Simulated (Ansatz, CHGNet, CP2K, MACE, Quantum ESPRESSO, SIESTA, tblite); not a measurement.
# Twisted Zr2CO2 MXene bilayer, 38.21° (70 atoms): one structure in several programs

How near do other programs and methods come to a plane-wave reference for twisted Zr2CO2 MXene bilayer, 38.21° (70 atoms)? A plane-wave run serves as the reference.

Main program and level: Ansatz 0.2.0; Kohn-Sham DFT, PBE, PAW, plane waves.

## 1. Starting point

The cell holds 70 atoms: 14 C, 28 Zr and 28 O. Its edges and angles: a = 8.757 Å, b = 8.757 Å, c = 28.150 Å, α = 90.0°, β = 90.0°, γ = 120.0°. It derives from Zr2CO2 (Zr2CO2 MXene). Zr2CO2 MXene (a = 3.31 Å) under Zr2CO2 MXene (a = 3.31 Å), bilayer, commensurate cell of 7 unit cells a layer, twist 38.21 deg; facing planes 2.95 Å apart; 16 Å of vacuum; layers as built, displaced by a Gaussian of 0.01 Å. Then every atom was moved at random, 0.02 Å r.m.s. a Cartesian component. Regions: layer 1, 35 atoms (7 C, 14 Zr and 14 O); layer 2, 35 atoms (7 C, 14 Zr and 14 O). Vacuum lies along c.

## 2. Plane-wave reference

The PAW files are the set soft_2.

File input.yaml:

```yaml
crystal:
  lattice:
    - [8.7574, 0.0, 0.0]
    - [-4.3787, 7.58413, 0.0]
    - [0.0, 0.0, 28.15]
  atoms:
    - { symbol: C, position: [0.99612, 0.99999, 0.36525] }
    - { symbol: Zr, position: [0.19331, 0.24016, 0.41364] }
    - { symbol: Zr, position: [0.23848, 0.04875, 0.31809] }
    - { symbol: O, position: [0.23698, 0.04672, 0.44869] }
    [... 60 atom lines left out ...]
    - { symbol: O, position: [0.99016, 0.17038, 0.552] }
    - { symbol: C, position: [0.37099, 0.07372, 0.63441] }
    - { symbol: Zr, position: [0.12949, 0.8826, 0.6825] }
    - { symbol: Zr, position: [0.17587, 0.11853, 0.58476] }
    - { symbol: O, position: [0.17668, 0.12228, 0.71497] }
    - { symbol: O, position: [0.13004, 0.88231, 0.5519] }
kpoints:
  mp_grid: { grid: [1, 1, 1] }
hamiltonian:
  xc: pbe
scf:
  occupations: { method: fermi_dirac, width: 0.05 }
output:
  forces: true
  eigenvalues: true
  populations: true
```

Started as:

```
ansatz run input.yaml --threads 4 --pin off --max-ram 8192MiB --backend cpu --events-out ev --progress --plain --runs-dir out
```

Log:

```text
[...]
Pseudopotentials: kind: paw
Pseudopotential: C, paw, valence charge 4, recommended cutoff 420 eV (normal), C.paw.azcp
Pseudopotential: Zr, paw, valence charge 12, recommended cutoff 420 eV (normal), Zr.paw.azcp
Pseudopotential: O, paw, valence charge 6, recommended cutoff 420 eV (normal), O.paw.azcp
[... 5 lines on functional and potentials left out ...]
Crystal: 70 atoms, lattice volume = 1869.646 Å³
Basis set: ecut = 420 eV, 36605 PW (Γ), exchange–correlation on 120×120×384 points (8 copies of the dense FFT grid, shifted against one another)
Bands: 350, of which v1, the nominal top of the filled ones, is band 280 counted from 1 (279 counted from 0)
Symmetry: 1 space group operations
Space group: P1 (ITA 1), of the structure as read, at distance tolerance 1.2e-4 Å
k-points: 1
[... 7 lines on functional and potentials left out ...]
Initial density: superposition of atomic densities (neutral atoms: chi_scale 0, normalization atom), corrected by the library's trained network
Initial wavefunctions: pseudopotential atomic-orbital guess
[...]
SCF iter   1: F=—  HF=-136634.031247 eV  |F-HF|=—  |Δ(HF+E_count)|=         —  Δρ=4.40e-3  dr2=5.21e-1  ethr=1.77e-3  ⟨swp⟩=7.0  Hψ=1539  notcnv=0
preconditioner: auto → Resta (q_TF=auto, 2.232 Å⁻¹)  ε∞=3.8  [insulator: Δε(μ)=1.610 eV  Ē_g=9.453 eV  σ=0.050 eV  W_gap=1.00  n_scr=336 (ndim 8)  ℏωp=15.7 eV  f_vac=0.491  D(μ)=0.00/eV (n_scr^D=0)  ε∞_Penn≈3.8  vacuum switching on, ρ_ref=6.5e-3 e/Å³]
[...]
SCF iter  10: F=—  HF=-136633.964803 eV  |F-HF|=—  |Δ(HF+E_count)|=   1.83e-7  Δρ=3.09e-6  dr2=2.78e-7  ethr=2.64e-10  ⟨swp⟩=2.0  Hψ=472  notcnv=0  defer=44
SCF iter  11: F=-136633.964803 eV  HF=-136633.964803 eV  |F-HF|=3.56e-8  |Δ(HF+E_count)|=   4.22e-9  Δρ=1.52e-6  dr2=6.21e-8  ethr=1.79e-11  ⟨swp⟩=14.0  Hψ=1643  notcnv=0
SCF 1 converged in 11 iterations: F = -136633.964803 eV  dr2 = 6.21e-8
[...]
SCF converged after 11 iterations
Free energy (F): -136633.964803 eV
Harris-Foulkes:  -136633.964803 eV  (|F-HF|=3.56e-8)
Internal energy: -136633.964799 eV  (E = F + TS)
E sigma→0 (E₀):  -136633.964801 eV
Entropy (-TS):   -0.000004 eV (-0.000 meV/atom)
Fermi energy:    3.714236 eV
--- Per-component energies (eV) ---
[...]
Σ components = -136633.964803   (vs F -136633.964803, Δ=0.00e0)
--- Forces (eV/Å), atoms counted from 1 ---
  atom   1  C      0.57227550     0.17607986     0.33934301
  atom   2  Zr    -0.29586049    -0.23827089     0.96737215
  atom   3  Zr    -0.15153977    -0.43315258    -1.29259129
  atom   4  O      0.07138015     0.23530543    -0.49839896
[...]
atom  70  O      0.10513375    -0.09738524     0.08255118
  max |Σ_I F_I| component: 3.45e-5 eV/Å
--- Band table (eV) ---
  k-point 0: bands = ["-45.8921", "-45.8090", "-45.7781", "-45.7607", [... 334 levels ...], "7.2982", "7.3191", "7.3363", "7.3465", "7.3992", "7.4132", "7.4220", "7.4360", "7.4577", "7.4693", "7.4794", "7.5010"]
--- Löwdin populations: 70 sites ---
  site symbol       q [e]
     0      C      4.9051
     1     Zr     10.8562
     2     Zr     10.8315
[...]
69      O      6.6389
  spilling = 0.004011 (of n_electrons = 560.000000)
```

It took 17 s on 4 threads of Intel Xeon Platinum 8375C at 2.90GHz (Ice Lake), shared host; peak memory 2.2 GiB.

Numbers from this run:

| Quantity | Value |
| --- | --- |
| free energy | -136633.9648 eV |
| free energy per atom | -1951.9138 eV/atom |
| SCF cycles | 11 |
| r.m.s. force component | 0.4491 eV/Å |
| longest force | 1.853 eV/Å |
| Fermi energy | 3.714 eV |
| gap (highest filled to lowest empty level) | 1.422 eV |
| spilling of the projection | 0.004011 |

Length of the force by element:

| element | coordination | atoms | mean length of the force (eV/Å) | spread | least | most |
| --- | --- | --- | --- | --- | --- | --- |
| C | all | 14 | 0.600 | 0.218 | 0.178 | 0.966 |
| O | all | 28 | 0.477 | 0.167 | 0.165 | 0.850 |
| Zr | all | 28 | 0.972 | 0.329 | 0.462 | 1.85 |

Löwdin charges by element (they lack the spilled electrons, 0.032 e an atom on average):

| element | coordination | atoms | mean charge (e) | spread | least | most |
| --- | --- | --- | --- | --- | --- | --- |
| C | all | 14 | -0.896 | 0.0051 | -0.905 | -0.888 |
| O | all | 28 | -0.634 | 0.0075 | -0.647 | -0.616 |
| Zr | all | 28 | 1.16 | 0.0121 | 1.13 | 1.19 |

By region:

| region | atoms | mean length of the force (eV/Å) |
| --- | --- | --- |
| layer 1 | 35 | 0.794 |
| layer 2 | 35 | 0.605 |

The levels nearest the highest filled one (over half full), pooled over k-points and spins:

| level less the highest filled one (eV) | occupation |
| --- | --- |
| -1.16 | 2 |
| -0.918 | 2 |
| -0.199 | 2 |
| -0.176 | 2 |
| -0.0154 | 2 |
| 0 | 2 |
| 1.42 | 0 |
| 1.44 | 0 |
| 1.48 | 0 |
| 1.52 | 0 |
| 1.56 | 0 |
| 1.58 | 0 |

## 3. Local order

Normalised to the volume that the atoms fill. g(r), total and by pair (bins of 0.2 Å):

| r (Å) | total | O-O | O-Zr | O-C | Zr-Zr | Zr-C | C-C |
| --- | --- | --- | --- | --- | --- | --- | --- |
| 2.00 | 0.50 | 0.00 | 1.56 | 0.00 | 0.00 | 0.00 | 0.00 |
| 2.20 | 2.53 | 0.00 | 7.35 | 0.00 | 0.00 | 1.11 | 0.00 |
| 2.40 | 2.16 | 0.00 | 0.00 | 0.00 | 0.00 | 13.49 | 0.00 |
| 2.60 | 0.00 | 0.00 | 0.00 | 0.00 | 0.00 | 0.00 | 0.00 |
| 2.80 | 0.00 | 0.00 | 0.00 | 0.00 | 0.00 | 0.00 | 0.00 |
| 3.00 | 1.48 | 0.22 | 0.00 | 9.00 | 0.00 | 0.00 | 0.00 |
| 3.20 | 1.28 | 3.52 | 0.00 | 0.00 | 3.05 | 0.00 | 5.75 |
| 3.40 | 2.33 | 4.38 | 0.00 | 0.00 | 7.93 | 0.00 | 9.00 |
| 3.60 | 0.31 | 0.30 | 0.83 | 0.00 | 0.00 | 0.00 | 0.00 |
| 3.80 | 0.20 | 0.20 | 0.52 | 0.00 | 0.00 | 0.00 | 0.00 |
| 4.00 | 1.54 | 0.24 | 2.49 | 0.00 | 0.00 | 4.39 | 0.00 |
| 4.20 | 0.21 | 0.27 | 0.27 | 0.00 | 0.00 | 0.51 | 0.00 |
| 4.40 | 0.66 | 0.19 | 0.22 | 3.49 | 0.00 | 0.00 | 0.00 |
| 4.60 | 0.27 | 0.09 | 0.05 | 0.56 | 0.96 | 0.00 | 0.00 |
| 4.80 | 0.38 | 0.25 | 0.60 | 0.00 | 0.90 | 0.00 | 0.00 |
| 5.00 | 1.41 | 1.81 | 3.38 | 0.00 | 0.23 | 0.00 | 0.00 |
| 5.20 | 1.93 | 0.14 | 2.96 | 0.07 | 0.18 | 5.74 | 0.00 |
| 5.40 | 0.24 | 0.13 | 0.21 | 0.62 | 0.16 | 0.14 | 0.00 |
| 5.60 | 1.14 | 0.81 | 0.17 | 5.27 | 0.54 | 0.00 | 0.71 |
| 5.80 | 1.32 | 2.00 | 0.13 | 0.31 | 4.59 | 0.00 | 4.19 |
| 6.00 | 0.31 | 1.31 | 0.11 | 0.19 | 0.24 | 0.00 | 0.00 |
| 6.20 | 0.20 | 0.08 | 0.22 | 0.45 | 0.10 | 0.17 | 0.00 |
| 6.40 | 0.16 | 0.19 | 0.09 | 0.24 | 0.14 | 0.23 | 0.00 |
| 6.60 | 0.92 | 1.93 | 0.21 | 0.18 | 2.02 | 0.27 | 3.68 |
| 6.80 | 1.09 | 1.83 | 2.12 | 0.31 | 0.12 | 0.31 | 0.00 |
| 7.00 | 1.21 | 0.18 | 1.73 | 0.33 | 0.08 | 3.47 | 0.00 |
| 7.20 | 0.65 | 0.09 | 0.35 | 2.79 | 0.15 | 0.30 | 0.00 |
| 7.40 | 0.51 | 0.14 | 0.23 | 0.67 | 1.61 | 0.30 | 0.00 |

Bonds by pair of elements; cutoffs follow the first minimum of g(r), held within bounds set by covalent radii, and pairs that aren't listed don't count as bonded:

| pair A-B | cutoff (Å) | bonds | mean length (Å) | spread (Å) | shortest (Å) | B about A | A about B |
| --- | --- | --- | --- | --- | --- | --- | --- |
| O-Zr | 2.82 | 84 | 2.13 | 0.03 | 2.05 | 3 | 3 |
| Zr-C | 2.81 | 84 | 2.35 | 0.032 | 2.27 | 3 | 6 |

How many atoms have how many bonded neighbours:

| element | mean | 3 | 6 |
| --- | --- | --- | --- |
| C | 6 | 0 | 14 |
| O | 3 | 28 | 0 |
| Zr | 6 | 0 | 28 |

## 4. The other programs

The programs:
- CHGNet: machine-learned potential, published weights.
- MACE: machine-learned potential, published weights.
- Quantum ESPRESSO 7.5: plane waves; labels (QE) give functional, pseudopotential set and cutoffs of waves/density.
- SIESTA 5.4.2: numerical atomic orbitals, whose automatically made sets are far from complete, with PseudoDojo norm-conserving potentials that we converted to its format (checked against plane waves on the same files for H, C, O, Si, Ge and Ca alone); labels give functional, basis size, energy shift and mesh cutoff.
- tblite 0.8.0: extended tight binding, driven from Python.

All use the same cell and atoms; the electronic-structure runs use the same k-mesh, and an electronic temperature of 580 K (0.05 eV) where levels are smeared.

Differences are against the plane-wave reference, forces as r.m.s. over components; share is that over the reference's r.m.s. force, slope the least-squares factor from reference forces to these. Total energies of different programs have different zeros and aren't compared.

| run | Δ force, r.m.s. (meV/Å) | share (%) | slope | Δ gap (eV) | cores | CPU time | memory (GiB) |
| --- | --- | --- | --- | --- | --- | --- | --- |
| reference | - | - | - | - | 4 | 61 s | 2.2 |
| CHGNet r2SCAN potential | 368 | 81.8 | 0.246 | - | 1 | 5.5 s | 0.89 |
| MACE MP-0b2 small potential | 476 | 106 | 0.195 | - | 1 | 11 s | 0.67 |
| MACE MP-0b3 medium potential | 276 | 61.4 | 0.490 | - | 1 | 11 s | 0.98 |
| QE PBE, sssp-1.3.0-efficiency, 60/480 Ry | 10.2 | 2.27 | 1.006 | 5.0e-4 | 2 | 39 min | 5.9 |
| SIESTA PBE, DZP, shift 0.01 Ry, mesh 500 Ry | 97.5 | 21.7 | 0.988 | -0.144 | 2 | 7.8 min | 2.2 |
| tblite GFN1-xTB | 560 | 125 | 1.294 | - | 1 | 20 s | 0.14 |

Times of the machine-learned potentials are mostly Python's start and the loading of weights.

CPU time is summed over cores on a shared host, where runs went side by side, so it is rough. Symmetry, cutoffs, thresholds, outputs and thread counts weren't matched or tuned between programs; memory under MPI is the largest rank's times the ranks.

Runs without a result: CP2K PBE, DZVP-MOLOPT-SR, 600/50 Ry, OT CG (cut off at its time limit of 15 min); CP2K PBE, DZVP-MOLOPT-SR, 210/50 Ry, OT CG (cut off at its time limit of 6.8 min).

Mean charges by element (e), by run and scheme:

| run | scheme | C | Zr | O |
| --- | --- | --- | --- | --- |
| reference | Löwdin | -0.90 | +1.16 | -0.63 |
| SIESTA PBE, DZP, shift 0.01 Ry, mesh 500 Ry | Hirshfeld | -0.36 | +0.45 | -0.27 |
| tblite GFN1-xTB | Mulliken | -0.71 | +0.97 | -0.61 |

The reference's Löwdin charges lack the electrons that the projection spills, 0.032 e an atom on average.

A second geometry, displaced anew (every atom was moved at random, 0.06 Å r.m.s. a Cartesian component), gives an energy difference that all programs can be tested on. The reference puts it at 47.84 meV/atom.

| run | energy less the first geometry's (meV/atom) | error (meV/atom) | force share at the second geometry (%) |
| --- | --- | --- | --- |
| QE PBE, sssp-1.3.0-efficiency, 60/480 Ry | 47.53 | -0.301 | 1.28 |
| SIESTA PBE, DZP, shift 0.01 Ry, mesh 500 Ry | 51.93 | 4.09 | 15.3 |
| tblite GFN1-xTB | 17.28 | -30.6 | 85.0 |
| MACE MP-0b3 medium potential | 42.29 | -5.55 | 36.5 |
| MACE MP-0b2 small potential | 41.78 | -6.06 | 54.3 |
| CHGNet r2SCAN potential | 25.84 | -22.0 | 55.7 |

## 5. Results

| Item | Value |
| --- | --- |
| reference r.m.s. force component | 0.449 eV/Å |
| nearest in forces | QE PBE, sssp-1.3.0-efficiency, 60/480 Ry, 2.3 % |
| farthest in forces | tblite GFN1-xTB, 125 % |
| cheapest electronic-structure run beside the reference | tblite GFN1-xTB, 20 s of CPU time |

What this shows: PBE on plane waves or a grid with other potentials, cutoffs or grids differs from the reference by 2.3 % (QE PBE, sssp-1.3.0-efficiency, 60/480 Ry) of the r.m.s. force; this holds the reference's own error, so differences of a few per cent don't tell which side is nearer the exact PBE result (QE's 60 Ry are 816 eV, against the reference's 420 eV). The PBE run in local orbitals differs by 22 % (SIESTA PBE, DZP, shift 0.01 Ry, mesh 500 Ry); basis, grid and potentials can all enter. Tight binding differs by 125 % (tblite GFN1-xTB); it is another model, with fitted parameters of its own, and the xTB methods hold dispersion. Machine-learned potentials differ by 61 % (MACE MP-0b3 medium potential) to 106 % (MACE MP-0b2 small potential); they were trained on other programs' data, some at another functional. The reference samples few k-points for this cell, and its sampling error, which other DFT runs on the same mesh share, can be part of so large a difference. Among those trained on PBE data the slope goes as low as 0.20, with a correlation of 0.27, so directions differ as well as sizes. tblite GFN1-xTB needed 75 SCF steps, so its time overstates the method's usual cost. One electronic-structure run takes under half the reference's CPU time: tblite GFN1-xTB, at 125 % in 20 s against 61 s, too far off to be of use. At the same functional, gaps differ from the reference's 1.42 eV by between -0.14 and +0.00 eV. These are spacings on the run's k-points, which needn't hold the band edges. Charges hang on model, scheme and program or settings: among these rows the mean for Zr runs from +0.45 to +1.16 e. The energy difference between the two geometries, 47.8 meV/atom in the reference, is met best by QE PBE, sssp-1.3.0-efficiency, 60/480 Ry (-0.301) and worst by tblite GFN1-xTB (-30.6). In the reference: filled and empty levels are parted by 1.42 eV at Γ alone; the mesh holds the band edges only if they fold onto it, so the gap at this level can be narrower or closed, while semilocal functionals tend to narrow gaps against experiment. In the reference: mean Löwdin charges: C -0.90, O -0.63, Zr +1.16 e (they miss 0.40 % of the electrons, so they add up to more than the cell's charge). Periodic xTB results under one method name differ between programs and library versions. Machine-learned potentials mimic data converged in k, so the reference's own k-point error enters their differences. The reference's PBE has no dispersion term, which matters for the binding between molecules or layers. The electronic-structure runs sample only Γ, in a cell whose shortest periodic width is 8 Å.

[Also dropped from logs without a mark: logging warnings of Python, and SIESTA's first energy breakdown and zero terms.]

[Logs are printed without paths, hosts, clocks, repeated set-up lines and the standing remarks that a program may print on its own settings, such as how far it seeks lower states.]

[Hosts, paths, dates, database ids (printed as entryN), source tags and the programs' standing remarks are cut or masked in the printed files.]
